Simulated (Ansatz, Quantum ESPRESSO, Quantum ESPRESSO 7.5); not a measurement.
**Nb(110), 5 layers, one monolayer of Si on top sites: vacuum level and surface dipole**

Wanted: work functions and the surface dipole of Nb(110), 5 layers, one monolayer of Si on top sites at several levels, with their cost.

Main program and level: Quantum ESPRESSO 7.5; plane-wave DFT, PBE, GBRV ultrasoft pseudopotentials (geometry and cross-check by Ansatz 0.2.0 with PAW datasets; geometry under PBE).

## 1. The structure

The cell holds 6 atoms: 5 Nb and 1 Si. Cell: a = 2.858 Å, b = 2.858 Å, c = 28.334 Å, α = 90.0°, β = 90.0°, γ = 70.5°. It derives from Nb. Vacuum lies along c.

## 2. Geometry from Ansatz

A relaxation in Ansatz fixes the structure of this slab for the runs on it.

Input file input.yaml:

```yaml
crystal:
  lattice:
    - [2.3334523779, -1.65, 0.0]
    - [2.3334523779, 1.65, 0.0]
    - [0.0, 0.0, 28.3338095117]
  atoms:
    - { symbol: Nb, position: [0.0, 0.0, 0.2929362533] }
    - { symbol: Nb, position: [0.5, 0.5, 0.375292012] }
    - { symbol: Nb, position: [0.0, 0.0, 0.4576477706] }
    - { symbol: Nb, position: [0.5, 0.5, 0.5400035293] }
    - { symbol: Nb, position: [0.0, 0.0, 0.6223592879] }
    - { symbol: Si, position: [0.0, 0.0, 0.7194164803] }
kpoints:
  mp_grid: { grid: [10, 10, 1] }
hamiltonian:
  xc: pbe
scf:
  occupations: { method: fermi_dirac, width: 0.1 }
  convergence: { dr2_threshold: 1.0e-08 }
efield:
  axis: 3
  dipole_correction: true
  ramp_position: 0.97
  ramp_width: 0.04
relax:
  f_tol: 0.01
  constraints: [{ sites: [0, 1, 2] }]
output:
  write_potential: true
  write_density: true
  volumetric_format: npy
```

Run with:

```sh
> ansatz run input.yaml --threads 4 --pin off --max-ram 8192MiB --backend cpu --events-out ev --progress --plain --runs-dir out
```

Numbers of over 12 decimals in the logs are rounded to 6 here.

Output:

```text
Engine: ansatz 0.2.0, x86_64-unknown-linux-gnu
Pseudopotentials: kind: paw
Pseudopotential: Nb, paw, valence charge 13, recommended cutoff 420 eV (normal), Nb.paw.azcp
Pseudopotential: Si, paw, valence charge 4, recommended cutoff 420 eV (normal), Si.paw.azcp
Functional definition: PBE
  parameter kappa = 0.804
  parameter beta = 0.066725
  exchange = pbe_x(kappa = kappa, mu = beta*pi^2/3)
  correlation = pbe_c(beta = beta)
Crystal: 6 atoms, lattice volume = 218.181 Å³
Basis set: ecut = 420 eV, 4293 PW (Γ), exchange–correlation on 40×40×384 points (8 copies of the dense FFT grid, shifted against one another)
Bands: 42, of which v1, the nominal top of the filled ones, is band 35 counted from 1 (34 counted from 0)
Symmetry: 4 space group operations
Space group: Cmm2 (ITA 35), of the structure as read, at distance tolerance 6.0e-5 Å
k-points: 31 of 100
Non-local potential: Nb, projectors of the file, l = 0: 3, l = 1: 2, l = 2: 2, l = 3: 1
Non-local potential: Si, projectors of the file, l = 0: 2, l = 1: 2, l = 2: 2
PAW form: soft (Blöchl's): semilocal exchange-correlation on the pseudo side does not see the compensation charge
PAW one-centre angular grid: Nb, 590 points (default); XC on 64 Gauss nodes
PAW one-centre angular grid: Si, 110 points (default); XC on 64 Gauss nodes
Initial density: superposition of atomic densities (neutral atoms: chi_scale 0, normalization atom), corrected by the library's trained network
Initial wavefunctions: pseudopotential atomic-orbital guess
Functional: x = pbe(κ = 0.804, μ = 0.219515), c = pbe(β = 0.066725)
SCF iter   1: F=—  HF=-23395.108775 eV  |F-HF|=—  |Δ(HF+E_count)|=         —  Δρ=1.33e-2  dr2=1.44e1  ethr=1.77e-3  p=-0.009 e·Å  D=-7.76e-3 V/Å  ΔV_dip=0.22 eV  dr2_dipole=1.87e0  V_vac-E_F(+/−)=5.29/5.07 eV  ⟨swp⟩=8.3  Hψ=6185  notcnv=0
efield: sawtooth ramp at fractional position 0.9700 (set: `efield.ramp_position`, or a place that a band, a saddle search or an elastic batch's reference lends), width 0.0400; the density the first Hamiltonian is built on has a dipole p = -0.009 e·Å; the dipole correction subtracts the counter field D = -7.76e-3 V/Å, which shifts the + side's vacuum level by +0.22 eV against the − side's; the planar-averaged density in the ramp window peaks in size at 3.3e-5 e/Å³
preconditioner: auto → LDOS  [metal: Δε(μ)=0.027 eV  Ē_g=3.655 eV  σ=0.100 eV  W_gap=0.07  n_scr=20 (ndim 8)  ℏωp=13.5 eV  f_vac=0.436  D(μ)=7.67/eV (n_scr^D=58)  β→1.0]
SCF iter   2: F=—  HF=-23394.901443 eV  |F-HF|=—  |Δ(HF+E_count)|=   2.07e-1  Δρ=2.47e-3  dr2=3.91e-2  ethr=1.77e-3  p=-0.009 e·Å  D=-7.48e-3 V/Å  ΔV_dip=0.21 eV  dr2_dipole=1.08e-2  V_vac-E_F(+/−)=4.77/4.56 eV  ⟨swp⟩=2.2  Hψ=1658  notcnv=0
SCF iter   3: F=—  HF=-23394.902909 eV  |F-HF|=—  |Δ(HF+E_count)|=   1.47e-3  Δρ=8.37e-4  dr2=7.30e-3  ethr=5.67e-5  p=-0.009 e·Å  D=-7.32e-3 V/Å  ΔV_dip=0.21 eV  dr2_dipole=3.78e-4  V_vac-E_F(+/−)=4.77/4.56 eV  ⟨swp⟩=2.1  Hψ=1789  notcnv=0
SCF iter   4: F=—  HF=-23394.902589 eV  |F-HF|=—  |Δ(HF+E_count)|=   3.20e-4  Δρ=2.12e-4  dr2=3.23e-4  ethr=1.06e-5  p=-0.009 e·Å  D=-7.44e-3 V/Å  ΔV_dip=0.21 eV  dr2_dipole=2.74e-6  V_vac-E_F(+/−)=4.75/4.54 eV  ⟨swp⟩=2.0  Hψ=1773  notcnv=0
SCF iter   5: F=—  HF=-23394.902573 eV  |F-HF|=—  |Δ(HF+E_count)|=   1.55e-5  Δρ=5.47e-5  dr2=1.50e-5  ethr=4.68e-7  p=-0.009 e·Å  D=-7.64e-3 V/Å  ΔV_dip=0.22 eV  dr2_dipole=1.19e-7  V_vac-E_F(+/−)=4.75/4.54 eV  ⟨swp⟩=2.7  Hψ=1908  notcnv=0
SCF iter   6: F=—  HF=-23394.902602 eV  |F-HF|=—  |Δ(HF+E_count)|=   2.95e-5  Δρ=1.90e-5  dr2=1.07e-6  ethr=2.17e-8  p=-0.009 e·Å  D=-7.63e-3 V/Å  ΔV_dip=0.22 eV  dr2_dipole=7.77e-9  V_vac-E_F(+/−)=4.75/4.54 eV  ⟨swp⟩=3.2  Hψ=2655  notcnv=0
SCF iter   7: F=—  HF=-23394.902590 eV  |F-HF|=—  |Δ(HF+E_count)|=   1.28e-5  Δρ=6.07e-6  dr2=1.14e-7  ethr=1.55e-9  p=-0.009 e·Å  D=-7.64e-3 V/Å  ΔV_dip=0.22 eV  dr2_dipole=3.73e-10  V_vac-E_F(+/−)=4.75/4.54 eV  ⟨swp⟩=2.3  Hψ=2172  notcnv=0
SCF iter   8: F=—  HF=-23394.902590 eV  |F-HF|=—  |Δ(HF+E_count)|=   8.75e-8  Δρ=1.61e-6  dr2=1.26e-8  ethr=1.66e-10  p=-0.009 e·Å  D=-7.64e-3 V/Å  ΔV_dip=0.22 eV  dr2_dipole=1.65e-10  V_vac-E_F(+/−)=4.75/4.54 eV  ⟨swp⟩=3.0  Hψ=2613  notcnv=0
SCF iter   9: F=-23394.902590 eV  HF=-23394.902590 eV  |F-HF|=2.69e-9  |Δ(HF+E_count)|=   1.18e-8  Δρ=6.09e-7  dr2=1.30e-9  ethr=1.45e-11  p=-0.009 e·Å  D=-7.64e-3 V/Å  ΔV_dip=0.22 eV  dr2_dipole=6.98e-13  V_vac-E_F(+/−)=4.75/4.54 eV  ⟨swp⟩=10.1  Hψ=8835  notcnv=0
SCF 1 converged in 9 iterations: F = -23394.902590 eV  dr2 = 1.30e-9
  greatest PAW one-centre occupation: 0.998 electrons in one spin orbital (limit 2), on the Nb atom at site 1 (counted from 0), in its partial waves of l = 0
relax step   1: F+E_penalty+E_count = -23394.90258980 eV  Δ(F+E_penalty+E_count) = +0.000e0 eV  max|allowed force component| = 5.716e-1 eV/Å  Δτ_max = 0.0000 Å  (9 SCF iters, accepted)
Initial density: handed on by an earlier stage of this run
Initial wavefunctions: those handed on with the density
SCF iter   1: F=—  HF=-23395.006000 eV  |F-HF|=—  |Δ(HF+E_count)|=         —  Δρ=9.59e-3  dr2=3.31e0  ethr=3.10e-3  p=-0.009 e·Å  D=-7.64e-3 V/Å  ΔV_dip=0.22 eV  dr2_dipole=9.03e-1  V_vac-E_F(+/−)=4.76/4.54 eV  ⟨swp⟩=4.2  Hψ=2941  notcnv=0
efield: sawtooth ramp at fractional position 0.9700 (set: `efield.ramp_position`, or a place that a band, a saddle search or an elastic batch's reference lends), width 0.0400; the density the first Hamiltonian is built on has a dipole p = -0.009 e·Å; the dipole correction subtracts the counter field D = -7.64e-3 V/Å, which shifts the + side's vacuum level by +0.22 eV against the − side's; the planar-averaged density in the ramp window peaks in size at 1.1e-6 e/Å³
preconditioner: auto → LDOS  [metal: Δε(μ)=0.019 eV  Ē_g=3.613 eV  σ=0.100 eV  W_gap=0.05  n_scr=20 (ndim 8)  ℏωp=13.5 eV  f_vac=0.443  D(μ)=8.44/eV (n_scr^D=66)  β→1.0]
SCF iter   2: F=—  HF=-23394.925640 eV  |F-HF|=—  |Δ(HF+E_count)|=   8.04e-2  Δρ=3.55e-3  dr2=1.46e-1  ethr=3.10e-3  p=-0.010 e·Å  D=-8.32e-3 V/Å  ΔV_dip=0.24 eV  dr2_dipole=5.24e-2  V_vac-E_F(+/−)=4.78/4.54 eV  ⟨swp⟩=2.1  Hψ=1706  notcnv=0
SCF iter   3: F=—  HF=-23394.921161 eV  |F-HF|=—  |Δ(HF+E_count)|=   4.48e-3  Δρ=2.58e-3  dr2=5.55e-2  ethr=2.12e-4  p=-0.017 e·Å  D=-1.41e-2 V/Å  ΔV_dip=0.40 eV  dr2_dipole=4.00e-4  V_vac-E_F(+/−)=4.94/4.54 eV  ⟨swp⟩=2.9  Hψ=2366  notcnv=0
SCF iter   4: F=—  HF=-23394.912243 eV  |F-HF|=—  |Δ(HF+E_count)|=   8.92e-3  Δρ=3.54e-4  dr2=7.60e-4  ethr=8.05e-5  p=-0.015 e·Å  D=-1.24e-2 V/Å  ΔV_dip=0.35 eV  dr2_dipole=3.52e-5  V_vac-E_F(+/−)=4.89/4.54 eV  ⟨swp⟩=2.1  Hψ=1906  notcnv=0
[...]
SCF iter   2: F=—  HF=-23394.945205 eV  |F-HF|=—  |Δ(HF+E_count)|=   2.03e-2  Δρ=1.52e-3  dr2=3.69e-2  ethr=1.39e-3  p=-0.016 e·Å  D=-1.30e-2 V/Å  ΔV_dip=0.37 eV  dr2_dipole=1.39e-2  V_vac-E_F(+/−)=4.90/4.54 eV  ⟨swp⟩=1.1  Hψ=1304  notcnv=0
SCF iter   3: F=—  HF=-23394.944499 eV  |F-HF|=—  |Δ(HF+E_count)|=   7.06e-4  Δρ=1.03e-3  dr2=7.43e-3  ethr=5.35e-5  p=-0.012 e·Å  D=-1.03e-2 V/Å  ΔV_dip=0.29 eV  dr2_dipole=1.52e-5  V_vac-E_F(+/−)=4.83/4.54 eV  ⟨swp⟩=2.3  Hψ=1865  notcnv=0
SCF iter   4: F=—  HF=-23394.943289 eV  |F-HF|=—  |Δ(HF+E_count)|=   1.21e-3  Δρ=1.84e-4  dr2=2.13e-4  ethr=1.08e-5  p=-0.014 e·Å  D=-1.13e-2 V/Å  ΔV_dip=0.32 eV  dr2_dipole=4.46e-6  V_vac-E_F(+/−)=4.86/4.54 eV  ⟨swp⟩=2.2  Hψ=1827  notcnv=0
SCF iter   5: F=—  HF=-23394.943250 eV  |F-HF|=—  |Δ(HF+E_count)|=   3.93e-5  Δρ=5.06e-5  dr2=2.21e-5  ethr=3.09e-7  p=-0.013 e·Å  D=-1.11e-2 V/Å  ΔV_dip=0.31 eV  dr2_dipole=1.40e-6  V_vac-E_F(+/−)=4.85/4.54 eV  ⟨swp⟩=3.0  Hψ=2416  notcnv=0
SCF iter   6: F=—  HF=-23394.943293 eV  |F-HF|=—  |Δ(HF+E_count)|=   4.37e-5  Δρ=1.52e-5  dr2=2.96e-6  ethr=3.20e-8  p=-0.013 e·Å  D=-1.10e-2 V/Å  ΔV_dip=0.31 eV  dr2_dipole=3.06e-7  V_vac-E_F(+/−)=4.85/4.54 eV  ⟨swp⟩=1.4  Hψ=1346  notcnv=0
SCF iter   7: F=—  HF=-23394.943277 eV  |F-HF|=—  |Δ(HF+E_count)|=   1.66e-5  Δρ=3.34e-6  dr2=5.05e-8  ethr=4.29e-9  p=-0.013 e·Å  D=-1.10e-2 V/Å  ΔV_dip=0.31 eV  dr2_dipole=2.18e-8  V_vac-E_F(+/−)=4.85/4.54 eV  ⟨swp⟩=2.1  Hψ=1706  notcnv=0
SCF iter   8: F=-23394.943277 eV  HF=-23394.943277 eV  |F-HF|=6.33e-9  |Δ(HF+E_count)|=   1.96e-8  Δρ=1.11e-6  dr2=3.94e-9  ethr=1.45e-11  p=-0.013 e·Å  D=-1.10e-2 V/Å  ΔV_dip=0.31 eV  dr2_dipole=9.17e-13  V_vac-E_F(+/−)=4.85/4.54 eV  ⟨swp⟩=10.6  Hψ=9800  notcnv=0
SCF 3 converged in 8 iterations: F = -23394.943277 eV  dr2 = 3.94e-9
relax step   3: F+E_penalty+E_count = -23394.94327689 eV  Δ(F+E_penalty+E_count) = -3.107e-2 eV  max|allowed force component| = 6.309e-2 eV/Å  Δτ_max = 0.0665 Å  (8 SCF iters, accepted)
SCF iter   1: F=—  HF=-23394.943941 eV  |F-HF|=—  |Δ(HF+E_count)|=         —  Δρ=1.02e-3  dr2=2.02e-2  ethr=2.60e-3  p=-0.013 e·Å  D=-1.10e-2 V/Å  ΔV_dip=0.31 eV  dr2_dipole=4.66e-3  V_vac-E_F(+/−)=4.84/4.53 eV  ⟨swp⟩=1.9  Hψ=1883  notcnv=0
efield: sawtooth ramp at fractional position 0.9700 (set: `efield.ramp_position`, or a place that a band, a saddle search or an elastic batch's reference lends), width 0.0400; the density the first Hamiltonian is built on has a dipole p = -0.013 e·Å; the dipole correction subtracts the counter field D = -1.10e-2 V/Å, which shifts the + side's vacuum level by +0.31 eV against the − side's; the planar-averaged density in the ramp window peaks in size at 3.0e-7 e/Å³
preconditioner: auto → LDOS  [metal: Δε(μ)=0.023 eV  Ē_g=3.616 eV  σ=0.100 eV  W_gap=0.06  n_scr=20 (ndim 8)  ℏωp=13.5 eV  f_vac=0.441  D(μ)=8.30/eV (n_scr^D=66)  β→1.0]
SCF iter   2: F=—  HF=-23394.943833 eV  |F-HF|=—  |Δ(HF+E_count)|=   1.08e-4  Δρ=3.42e-4  dr2=1.50e-3  ethr=2.92e-5  p=-0.013 e·Å  D=-1.04e-2 V/Å  ΔV_dip=0.30 eV  dr2_dipole=2.46e-4  V_vac-E_F(+/−)=4.83/4.54 eV  ⟨swp⟩=2.0  Hψ=1753  notcnv=0
SCF iter   3: F=—  HF=-23394.943775 eV  |F-HF|=—  |Δ(HF+E_count)|=   5.77e-5  Δρ=1.63e-4  dr2=1.80e-4  ethr=2.17e-6  p=-0.013 e·Å  D=-1.06e-2 V/Å  ΔV_dip=0.30 eV  dr2_dipole=1.58e-8  V_vac-E_F(+/−)=4.84/4.54 eV  ⟨swp⟩=2.1  Hψ=2066  notcnv=0
SCF iter   4: F=—  HF=-23394.943741 eV  |F-HF|=—  |Δ(HF+E_count)|=   3.46e-5  Δρ=3.57e-5  dr2=1.85e-5  ethr=2.62e-7  p=-0.013 e·Å  D=-1.08e-2 V/Å  ΔV_dip=0.30 eV  dr2_dipole=2.52e-7  V_vac-E_F(+/−)=4.84/4.54 eV  ⟨swp⟩=2.6  Hψ=2210  notcnv=0
SCF iter   5: F=—  HF=-23394.943771 eV  |F-HF|=—  |Δ(HF+E_count)|=   3.01e-5  Δρ=1.18e-5  dr2=1.37e-6  ethr=2.68e-8  p=-0.013 e·Å  D=-1.07e-2 V/Å  ΔV_dip=0.30 eV  dr2_dipole=2.27e-8  V_vac-E_F(+/−)=4.84/4.54 eV  ⟨swp⟩=2.1  Hψ=1782  notcnv=0
SCF iter   6: F=—  HF=-23394.943757 eV  |F-HF|=—  |Δ(HF+E_count)|=   1.41e-5  Δρ=3.42e-6  dr2=7.22e-8  ethr=1.98e-9  p=-0.013 e·Å  D=-1.08e-2 V/Å  ΔV_dip=0.30 eV  dr2_dipole=6.64e-9  V_vac-E_F(+/−)=4.84/4.54 eV  ⟨swp⟩=2.0  Hψ=1739  notcnv=0
SCF iter   7: F=—  HF=-23394.943757 eV  |F-HF|=—  |Δ(HF+E_count)|=   3.77e-8  Δρ=1.34e-6  dr2=1.31e-8  ethr=1.45e-11  p=-0.013 e·Å  D=-1.08e-2 V/Å  ΔV_dip=0.30 eV  dr2_dipole=2.11e-9  V_vac-E_F(+/−)=4.84/4.54 eV  ⟨swp⟩=10.4  Hψ=9443  notcnv=0
SCF iter   8: F=-23394.943757 eV  HF=-23394.943757 eV  |F-HF|=6.08e-10  |Δ(HF+E_count)|=   9.27e-9  Δρ=3.14e-7  dr2=3.52e-10  ethr=1.45e-11  p=-0.013 e·Å  D=-1.08e-2 V/Å  ΔV_dip=0.30 eV  dr2_dipole=1.57e-11  V_vac-E_F(+/−)=4.84/4.54 eV  ⟨swp⟩=9.2  Hψ=8072  notcnv=0
SCF 4 converged in 8 iterations: F = -23394.943757 eV  dr2 = 3.52e-10
relax step   4: F+E_penalty+E_count = -23394.94375661 eV  Δ(F+E_penalty+E_count) = -4.797e-4 eV  max|allowed force component| = 7.553e-3 eV/Å  Δτ_max = 0.0299 Å  (8 SCF iters, accepted)
NSCF: frozen V_eff on 31 k-points
the band table was solved once a step of the walk had ended and its energy, with any forces and stress, was formed, with the checks that follow a solve (6318 applications of the Hamiltonian). They found nothing against the state; the energy, forces and stress were not computed again (output.eigenvalues in the input reference)
SCF converged after 8 iterations
Free energy (F): -23394.943757 eV
Harris-Foulkes:  -23394.943757 eV  (|F-HF|=6.08e-10)
Internal energy: -23394.676960 eV  (E = F + TS)
E sigma→0 (E₀):  -23394.810358 eV
Entropy (-TS):   -0.266796 eV (-44.466 meV/atom)
Fermi energy:    5.732256 eV
Dipole field:    D = -0.010764 V/Å  (p = -0.012978 e·Å, saw-weighted, corrected)
Work function:   Φ+ = 4.8418 eV   Φ− = 4.5368 eV
Levels:          The Fermi level and band energies are counted from a zero that moves with the ramp; work functions are not
--- Per-component energies (eV) ---
  E_band       = -1120.666088
  E_kinetic    = 2006.445852
  E_local      = -84379.041950  (includes V_loc(G=0)·N_el)
  E_nonlocal   = 626.463912
  E_hartree    = 41136.174270
  E_xc         = -929.162538
  E_vxc        = -1106.384463  (∫ρ·V_xc dr)
  E_paw        = -15879.124704  (= ΣΔE_a)
  E_vpaw       = -540.143862  (= ΣTr[D̂ρ^β])
  E_aug_tail   = 0.000041  (compensation charges beyond the density's cutoff)
  E_efield     = 0.000070  (sawtooth field / dipole correction)
  E_vefield    = -0.354804  (∫n·V_field dr)
  E_ewald      = 34023.568086
  E_smearing   = -0.266796  (= −TS)
  E_closure    = -0.000000  (closes the sum)
  Σ components = -23394.943757   (vs F -23394.943757, Δ=0.00e0)
--- Forces (eV/Å), atoms counted from 1 ---
  atom   1  Nb     0.00000000    -0.00000000     0.31407717
  atom   2  Nb     0.00000000     0.00000000    -0.41378754
  atom   3  Nb    -0.00000000     0.00000000     0.10805975
  atom   4  Nb     0.00000000     0.00000000     0.00225575
  atom   5  Nb     0.00000000    -0.00000000    -0.00305738
  atom   6  Si     0.00000000     0.00000000    -0.00755266
  max |Σ_I F_I| component: 4.91e-6 eV/Å
--- Band table (eV; the first three rows and the last of 31) ---
  k-point 0: bands = [... 31 lower, 5.3603, 5.7614, 5.8352, 5.9384, 6.2503, 6.3525, 7.1226, 7.2853, ... 3 higher]
  k-point 1: bands = [... 31 lower, 5.3818, 5.5236, 5.7186, 5.8665, 6.0773, 6.3903, 6.7257, 7.2662, ... 3 higher]
  k-point 2: bands = [... 31 lower, 5.0502, 5.3056, 5.3529, 5.4766, 5.7785, 6.0056, 6.8565, 7.7156, ... 3 higher]
  k-point 30: bands = [... 31 lower, 5.1501, 5.7272, 6.3981, 6.5918, 7.5318, 7.5655, 7.6477, 8.1105, ... 3 higher]
--- Relaxed structure (4 steps of the walk, 4 accepted, 0 SCFs on fresh bases) ---
  F+E_penalty+E_count = -23394.94375661 eV   max|allowed force component| = 7.553e-3 eV/Å
  atoms:
    - { symbol: Nb, position: [0.0, 0.0, 0.2929362533] }
    - { symbol: Nb, position: [0.5, 0.5, 0.375292012] }
    - { symbol: Nb, position: [0.0, 0.0, 0.4576477706] }
    - { symbol: Nb, position: [0.5, 0.5, 0.540776] }
    - { symbol: Nb, position: [0, 0, 0.624183] }
    - { symbol: Si, position: [0, 0, 0.716326] }
```

Elapsed: 14 s, on 4 threads of Intel Xeon Platinum 8559C (Emerald Rapids), shared host; peak memory 0.69 GiB; 52 s of CPU time.

Step by step:

```csv
step,energy less that of the first step (eV),largest force component (eV/Å)
1,0.0000,0.5716
2,-0.0096,0.6780
3,-0.0407,0.0631
4,-0.0412,0.0076
```

The atoms that moved most (Å):

```csv
atom,dx,dy,dz,length
Si6,0.000,0.000,-0.088,0.088
Nb5,0.000,0.000,0.052,0.052
Nb4,0.000,0.000,0.022,0.022
```

The relaxed structure:

```xyz
6
Lattice="2.3335 -1.6500 0.0000 2.3335 1.6500 0.0000 0.0000 0.0000 28.3338" Properties=species:S:1:pos:R:3
Nb    0.0000    0.0000    8.3000
Nb    2.3335    0.0000   10.6335
Nb    0.0000    0.0000   12.9669
Nb    2.3335    0.0000   15.3222
Nb    0.0000    0.0000   17.6855
Si    0.0000    0.0000   20.2962
```

The relaxation lowers the energy by 7 meV an atom. Held were the atoms numbered 1, 2 and 3; the forces quoted are those on the free ones.

Read from the output:

- free energy: -23394.9438 eV
- energy at zero smearing: -23394.8104 eV
- smearing term TS: 0.2668 eV
- Fermi energy: 5.732 eV
- symmetry operations: 4
- work function of the upper face: 4.842 eV
- work function of the lower face: 4.537 eV
- dipole along the normal: -0.01298 e·Å

(Continued in part 2 of 6.)

[Logs are printed without paths, hosts, clocks, repeated set-up lines and the standing remarks that a program may print on its own settings, such as how far it seeks lower states.]

[Hosts, paths, dates, database ids (printed as entryN), source tags and the programs' standing remarks are cut or masked in the printed files.]

[Maps of the electrostatic potential energy from Ansatz leave out the sawtooth potential of an applied field or a dipole correction, so their vacuum need not be flat; planar profiles and work functions include it.]
